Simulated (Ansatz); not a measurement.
# SiBPC (zincblende [110] superlattice): band gap by G0W0 on PBEsol

Wanted: the gap of SiBPC (zincblende [110] superlattice) with a many-body correction, and the time that it takes.

Method: PBEsol, then G0W0 on it, plane waves, PAW, in Ansatz 0.2.0.

## Step 1: Starting point

The cell holds 12 atoms: 3 B, 3 P, 3 Si and 3 C. Cell: a = 3.143 Å, b = 4.463 Å, c = 9.472 Å, α = 90.0°, β = 90.0°, γ = 90.0°. It derives from BP. Regions: BP, 6 atoms (3 B and 3 P); SiC, 6 atoms (3 Si and 3 C). The structure's axis is c.

Structure file:

```cif
data_structure
_symmetry_space_group_name_H-M 'P 1'
_symmetry_Int_Tables_number 1
_cell_length_a 3.1428
_cell_length_b 4.4629
_cell_length_c 9.4718
_cell_angle_alpha 90.000
_cell_angle_beta 90.000
_cell_angle_gamma 90.000
_cell_volume 132.85
loop_
_atom_site_label
_atom_site_type_symbol
_atom_site_fract_x
_atom_site_fract_y
_atom_site_fract_z
_atom_site_occupancy
B1 B 0.00000 0.96396 0.07500 1
P2 P 0.50000 0.21952 0.09190 1
B3 B 0.50000 0.46874 0.25674 1
P4 P 0.00000 0.72308 0.25674 1
B5 B 0.00000 0.96396 0.43848 1
P6 P 0.50000 0.21951 0.42158 1
Si7 Si 0.50000 0.53942 0.60172 1
C8 C 0.00000 0.77757 0.59187 1
Si9 Si 0.00000 0.03101 0.75674 1
C10 C 0.50000 0.27621 0.75674 1
Si11 Si 0.50000 0.53942 0.91177 1
C12 C 0.00000 0.77758 0.92161 1
```

The structure was relaxed with PBEsol. The runs that relaxed it are not among those shown.

The logs state that the PAW files were generated under PBE.

## Step 2: Bands along the symmetry lines

Levels along a band path and on the mesh show where this functional puts the band edges.

This step: DFT, PBEsol, plane waves, PAW; PAW set soft_1.

input.yaml reads:

```yaml
crystal:
  lattice:
    - [3.1428477341, 0.0, 0.0]
    - [0.0, 4.46291058, -4.0025e-06]
    - [0.0, -8.494e-06, 9.4718150791]
  atoms:
    - { symbol: B, position: [0.0, -0.036036101, 0.0750007368] }
    - { symbol: P, position: [0.5, 0.2195155889, 0.0919024307] }
    - { symbol: B, position: [0.5, 0.4687442765, 0.2567424291] }
    - { symbol: P, position: [0.0, 0.7230823171, 0.256741677] }
    - { symbol: B, position: [0.0, -0.0360365633, 0.438482964] }
    - { symbol: P, position: [0.5, 0.219513831, 0.4215810337] }
    - { symbol: Si, position: [0.5, 0.5394212677, 0.6017167028] }
    - { symbol: C, position: [0.0, 0.7775747446, 0.5918701205] }
    - { symbol: Si, position: [0.0, 0.031013596, 0.7567420143] }
    - { symbol: C, position: [0.5, 0.2762113356, 0.7567415249] }
    - { symbol: Si, position: [0.5, 0.5394206929, 0.9117669664] }
    - { symbol: C, position: [0.0, 0.777575014, 0.9216135296] }
kpoints:
  mp_grid: { grid: [8, 6, 4] }
  band_path:
    path:
      - [0.0, 0.0, 0.0]
      - [-0.5, 0.0, 0.0]
      - [-0.5, 0.0, 0.5]
      - [0.0, 0.0, 0.5]
      - [0.0, 0.0, 0.0]
      - [0.0, -0.5, 0.5]
      - [-0.5, -0.5, 0.5]
      - [-0.5, 0.0, 0.0]
      - [-0.5, -0.5, 0.0]
      - [0.0, -0.5, 0.0]
      - [0.0, 0.0, 0.0]
    npoints: 10
hamiltonian:
  xc: pbesol
  pseudopotentials: { kind: paw, azcp: { folder: soft_1 }, xc_functional: pbe }
scf:
  occupations: { method: fermi_dirac, width: 0.02 }
  n_extra_bands: 8
output:
  eigenvalues: true
  write_density: true
  write_potential: true
  elf: true
  volumetric_format: npy
```

Started as:

```bash
> ansatz run input.yaml --threads 4 --pin off --max-ram 17510MiB --backend cpu --events-out ev --progress --plain --runs-dir out
```

Numbers of over 12 decimals in the logs are rounded to 6 here.

What it wrote:

```text
Warning: the atoms were moved onto the symmetric positions of the space group found under crystal.symmetry.tolerance 1.0e-5 (fractional; no operation is sought that the atoms, as they stand in a round, miss by more than twice it, and no atom is moved by as much as it), and the run uses the moved positions. Before a round's move an operation carried an atom to 1.11e-5 Å from where it should land, the largest such dist [...]
scf.n_extra_bands = 8 over 24 filled bands (N_el = 48.0): the run solves 32 bands
Engine: ansatz 0.2.0, aarch64-unknown-linux-gnu
Pseudopotentials: kind: paw
Pseudopotential: B, paw, valence charge 3, recommended cutoff 420 eV (normal), soft_1/B.paw.azcp
Pseudopotential: P, paw, valence charge 5, recommended cutoff 420 eV (normal), soft_1/P.paw.azcp
Pseudopotential: Si, paw, valence charge 4, recommended cutoff 420 eV (normal), soft_1/Si.paw.azcp
Pseudopotential: C, paw, valence charge 4, recommended cutoff 420 eV (normal), soft_1/C.paw.azcp
Functional definition: PBEsol
  exchange = pbesol_x
  correlation = pbesol_c
Crystal: 12 atoms, lattice volume = 132.854 Å³
Basis set: ecut = 420 eV, 2615 PW (Γ)
Bands: 32, of which v1, the nominal top of the filled ones, is band 24 counted from 1 (23 counted from 0)
Symmetry: 4 space group operations
Space group: Pmm2 (ITA 25), of the structure as read, at distance tolerance 5.1e-5 Å
k-points: 60 of 192 (time reversal used)
Non-local potential: B, projectors of the file, l = 0: 2, l = 1: 2, l = 2: 1
Non-local potential: P, projectors of the file, l = 0: 2, l = 1: 2, l = 2: 1
Non-local potential: Si, projectors of the file, l = 0: 2, l = 1: 2, l = 2: 1
Non-local potential: C, projectors of the file, l = 0: 2, l = 1: 2, l = 2: 1
PAW form: soft (Blöchl's): semilocal exchange-correlation on the pseudo side does not see the compensation charge
PAW frozen core: B, regenerated for the run's functional, and the local potential with it (the file was generated under x = pbe(κ = 0.804, μ = 0.219515), c = pbe(β = 0.066725))
PAW frozen core: P, regenerated for the run's functional, and the local potential with it (the file was generated under x = pbe(κ = 0.804, μ = 0.219515), c = pbe(β = 0.066725))
PAW frozen core: Si, regenerated for the run's functional, and the local potential with it (the file was generated under x = pbe(κ = 0.804, μ = 0.219515), c = pbe(β = 0.066725))
PAW frozen core: C, regenerated for the run's functional, and the local potential with it (the file was generated under x = pbe(κ = 0.804, μ = 0.219515), c = pbe(β = 0.066725))
PAW one-centre angular grid: B, 110 points (default); XC on 64 Gauss nodes
PAW one-centre angular grid: P, 110 points (default); XC on 64 Gauss nodes
PAW one-centre angular grid: Si, 110 points (default); XC on 64 Gauss nodes
PAW one-centre angular grid: C, 110 points (default); XC on 64 Gauss nodes
Initial density: superposition of atomic densities (chi_scale 0.1, normalization cell, long waves kept (reshape's long-wave potential 0.31 eV rms))
Initial wavefunctions: pseudopotential atomic-orbital guess
Functional: x = pbesol(κ = 0.804, μ = 0.123457), c = pbesol(β = 0.046)
SCF iter   1: F=—  HF=-5291.481846 eV  |F-HF|=—  |Δ(HF+E_count)|=         —  Δρ=1.04e-1  dr2=1.78e1  ethr=3.10e-3  ⟨swp⟩=8.8  Hψ=11292  notcnv=0
preconditioner: auto → Resta (q_TF=auto, 2.303 Å⁻¹)  ε∞=5.2  [insulator: Δε(μ)=1.796 eV  Ē_g=10.862 eV  σ=0.020 eV  W_gap=1.00  n_scr=22 (ndim 8)  ℏωp=22.3 eV  f_vac=0.000  D(μ)=0.00/eV (n_scr^D=0)  ε∞_Penn≈5.2]
SCF iter   2: F=—  HF=-5286.570764 eV  |F-HF|=—  |Δ(HF+E_count)|=    4.91e0  Δρ=4.27e-2  dr2=2.47e0  ethr=3.10e-3  ⟨swp⟩=3.2  Hψ=4485  notcnv=0  defer=168
SCF iter   3: F=—  HF=-5285.831037 eV  |F-HF|=—  |Δ(HF+E_count)|=   7.40e-1  Δρ=1.30e-2  dr2=1.97e-1  ethr=3.10e-3  ⟨swp⟩=3.0  Hψ=3342  notcnv=0  defer=168
SCF iter   4: F=—  HF=-5285.789421 eV  |F-HF|=—  |Δ(HF+E_count)|=   4.16e-2  Δρ=2.08e-3  dr2=5.18e-3  ethr=4.11e-4  ⟨swp⟩=3.3  Hψ=3980  notcnv=0  defer=162
SCF iter   5: F=—  HF=-5285.790902 eV  |F-HF|=—  |Δ(HF+E_count)|=   1.48e-3  Δρ=6.13e-4  dr2=3.66e-4  ethr=1.08e-5  ⟨swp⟩=3.1  Hψ=3459  notcnv=0  defer=162
SCF iter   6: F=—  HF=-5285.791152 eV  |F-HF|=—  |Δ(HF+E_count)|=   2.50e-4  Δρ=9.92e-5  dr2=1.47e-5  ethr=7.62e-7  ⟨swp⟩=2.4  Hψ=3114  notcnv=0  defer=162
SCF iter   7: F=—  HF=-5285.791150 eV  |F-HF|=—  |Δ(HF+E_count)|=   1.70e-6  Δρ=2.96e-5  dr2=1.29e-6  ethr=3.07e-8  ⟨swp⟩=2.0  Hψ=3182  notcnv=0  defer=162
SCF iter   8: F=-5285.791150 eV  HF=-5285.791150 eV  |F-HF|=6.18e-9  |Δ(HF+E_count)|=   8.86e-8  Δρ=5.87e-6  dr2=4.66e-8  ethr=2.08e-10  ⟨swp⟩=12.3  Hψ=10168  notcnv=0
SCF 1 converged in 8 iterations: F = -5285.791150 eV  dr2 = 4.66e-8
  greatest PAW one-centre occupation: 0.769 electrons in one spin orbital (limit 2), on the P atom at site 1 (counted from 0), in its partial waves of l = 0
NSCF: frozen V_eff on 101 k-points
SCF converged after 8 iterations
Free energy (F): -5285.791150 eV
Harris-Foulkes:  -5285.791150 eV  (|F-HF|=6.18e-9)
Internal energy: -5285.791150 eV  (E = F + TS)
E sigma→0 (E₀):  -5285.791150 eV
Entropy (-TS):   -0.000000 eV (-0.000 meV/atom)
Fermi energy:    10.043004 eV
--- Per-component energies (eV) ---
  E_band       = 146.713167
  E_kinetic    = 757.000906
  E_local      = -482.973638  (includes V_loc(G=0)·N_el)
  E_nonlocal   = 257.121903
  E_hartree    = 150.885117
  E_xc         = -631.347767
  E_vxc        = -627.582688  (∫ρ·V_xc dr)
  E_paw        = -3635.975772  (= ΣΔE_a)
  E_vpaw       = -58.623609  (= ΣTr[D̂ρ^β])
  E_aug_tail   = 0.000175  (compensation charges beyond the density's cutoff)
  E_ewald      = -1700.842478
  E_core_change = 0.340405  (= ΣΔE_core)
  E_smearing   = -0.000000  (= −TS)
  E_closure    = -0.000000  (closes the sum)
  Σ components = -5285.791150   (vs F -5285.791150, Δ=0.00e0)
--- Band table (eV; the first three rows and the last of 60) ---
  k-point 0: bands = [... 20 lower, 8.9707, 9.4877, 9.5534, 9.7660, 10.3926, 11.5975, 12.5216, 12.6522, ... 4 higher]
  k-point 1: bands = [... 20 lower, 8.9983, 9.0086, 9.3668, 9.7892, 10.7397, 11.7591, 12.2433, 13.2796, ... 4 higher]
  k-point 2: bands = [... 20 lower, 8.4276, 9.0190, 9.0899, 9.8115, 11.0327, 11.6327, 12.8570, 13.4553, ... 4 higher]
  k-point 59: bands = [... 20 lower, 7.1237, 7.3755, 7.4149, 7.7036, 13.2018, 13.3860, 13.8106, 14.1123, ... 4 higher]
```

It took 16 s on 4 threads of Arm Neoverse V1, shared host; peak memory 0.59 GiB.

In the SCF lines HF is the Harris–Foulkes energy and dr2 the Hartree energy of the density residual, in eV; the loop may stop once dr2 is under the threshold and the program's other checks hold. Hψ counts applications of the Hamiltonian.

This step gave:

* filled bands: 24
* gap: 0.4518 eV
* valence top at: B
* conduction bottom at: D
* least direct gap: 0.6266 eV

Over mesh and path the gap is 0.452 eV, from k = (0.000, 0.000, 0.500) to k = (-0.500, 0.000, 0.500). The least direct gap found is 0.627 eV, at k = Γ. The program's warnings for this run: structure snapped to symmetry.

Electronic bands along the path, in eV, zero at the top of the highest nominally filled band:

```csv
point,band 21,band 22,band 23,band 24,band 25,band 26,band 27,band 28
Γ,-0.84,-0.32,-0.26,-0.05,0.58,1.79,2.71,2.84
halfway,-3.09,-3.04,-2.13,-0.60,1.65,1.88,2.01,3.28
Z,-4.09,-4.02,-2.36,-1.68,1.04,1.15,2.10,2.27
halfway,-4.00,-3.87,-2.72,-2.18,0.69,0.95,1.75,1.88
D,-3.63,-3.36,-3.17,-3.14,0.45,0.81,1.56,1.59
halfway,-2.87,-2.65,-1.90,-1.71,2.31,2.57,2.58,2.80
B,-1.38,-0.79,-0.72,0.00,1.22,1.82,3.05,3.64
halfway,-0.81,-0.80,-0.44,-0.02,0.93,1.95,2.43,3.47
Γ,-0.84,-0.32,-0.26,-0.05,0.58,1.79,2.71,2.84
halfway,-1.13,-1.13,-0.81,-0.80,1.40,2.36,3.02,3.49
A,-1.89,-1.77,-1.56,-1.40,2.89,2.98,3.20,3.50
halfway,-2.08,-1.94,-1.82,-1.51,3.82,3.88,3.93,4.07
E,-2.69,-2.44,-2.40,-2.11,3.39,3.57,4.00,4.30
halfway,-3.25,-3.09,-2.52,-2.02,1.59,1.86,2.70,2.82
Z,-4.09,-4.02,-2.36,-1.68,1.04,1.15,2.10,2.27
halfway,-3.41,-3.10,-2.27,-1.58,1.36,1.66,2.58,2.69
C2,-2.26,-2.01,-1.67,-1.50,3.12,3.27,3.89,4.36
halfway,-2.47,-2.05,-2.03,-1.84,3.12,3.54,3.62,3.80
Y2,-2.01,-1.70,-1.66,-1.36,1.94,2.44,3.48,3.71
halfway,-1.31,-1.07,-0.91,-0.83,1.04,2.35,3.11,3.24
Γ,-0.84,-0.32,-0.26,-0.05,0.58,1.79,2.71,2.84
```

ELF in the cb plane at fractional x = 0.000, with atoms of B and P and C and Si within 0.2 Å of it. It is the smooth field of the valence electrons, not physical close to the nuclei.

Ten even steps from '0' (0.02) to '9' (0.94), each cell a mean:
```
820388778860069889973599878
963799759995499648984699548
865898205986587205753477106
632574002763256546631156546
310245434531025776410026776
100024665310002454100013553
000002332100000121000000111
000000000000000000011100000
122200000012210000123320000
245420000135531001233321000
345431001245442123322223212
410244334431035567734357655
```
Columns run along c (9.5 Å), rows up along b (4.5 Å). Atoms in or near the plane, at fractional coordinates: B at (0.08, 0.96), P at (0.26, 0.72), B at (0.44, 0.96), C at (0.59, 0.78), Si at (0.76, 0.03), C at (0.92, 0.78).

Valence density in the cb plane at fractional x = 0.000, with atoms of B and P and C and Si within 0.2 Å of it. It is the smooth field of the valence electrons, not physical close to the nuclei.

Values in e/Å³, 7 rows by 16 columns, each cell a mean:
```
0.9 0.6 0.7 0.6 0.6 0.7 0.7 0.6 1.0 1.2 1.0 0.5 0.3 0.8 1.2 1.1
0.6 0.4 0.6 0.6 0.3 0.7 0.5 0.4 1.0 1.6 1.3 0.4 0.3 0.7 1.6 1.5
0.2 0.1 0.3 0.5 0.5 0.4 0.2 0.1 0.4 0.9 0.6 0.2 0.1 0.3 0.8 0.7
0.1 0.1 0.1 0.3 0.4 0.2 0.1 0.1 0.1 0.2 0.2 0.1 0.1 0.1 0.2 0.2
0.1 0.1 0.1 0.1 0.1 0.1 0.1 0.1 0.1 0.1 0.1 0.1 0.2 0.1 0.1 0.1
0.2 0.3 0.2 0.1 0.1 0.1 0.3 0.3 0.1 0.1 0.1 0.3 0.3 0.2 0.1 0.1
0.5 0.6 0.4 0.2 0.1 0.3 0.6 0.6 0.4 0.3 0.3 0.3 0.2 0.3 0.3 0.3
```
Columns run along c (9.5 Å), rows up along b (4.5 Å). Atoms in or near the plane, at fractional coordinates: B at (0.08, 0.96), P at (0.26, 0.72), B at (0.44, 0.96), C at (0.59, 0.78), Si at (0.76, 0.03), C at (0.92, 0.78).

[end of part 1 of 2]

[Paths, hosts, dates, memory and timing lines, banners, echoed tables and standing remarks are left out of the program output.]

[Logs are printed without paths, hosts, clocks, repeated set-up lines and the standing remarks that a program may print on its own settings, such as how far it seeks lower states.]

[Runs of the session that timed out or met a known fault of the program may be left out.]

[Cells called generated may have been cut or substituted from an entry of the Crystallography Open Database or the Materials Project.]

[Hosts, paths, dates, database ids (printed as entryN), source tags and the programs' standing remarks are cut or masked in the printed files.]

[Where an RPA ε∞ is given, it is that of the G0W0 mesh and is not shown converged in it. Names of k-points follow the symmetry that the program found, which can be lower than the space group named. Band edges on a path are those of the sampled points; other points can move an edge, and change direct to indirect where valleys lie close.]

[Hybrid gaps are those of their k-mesh and are not shown converged in it.]
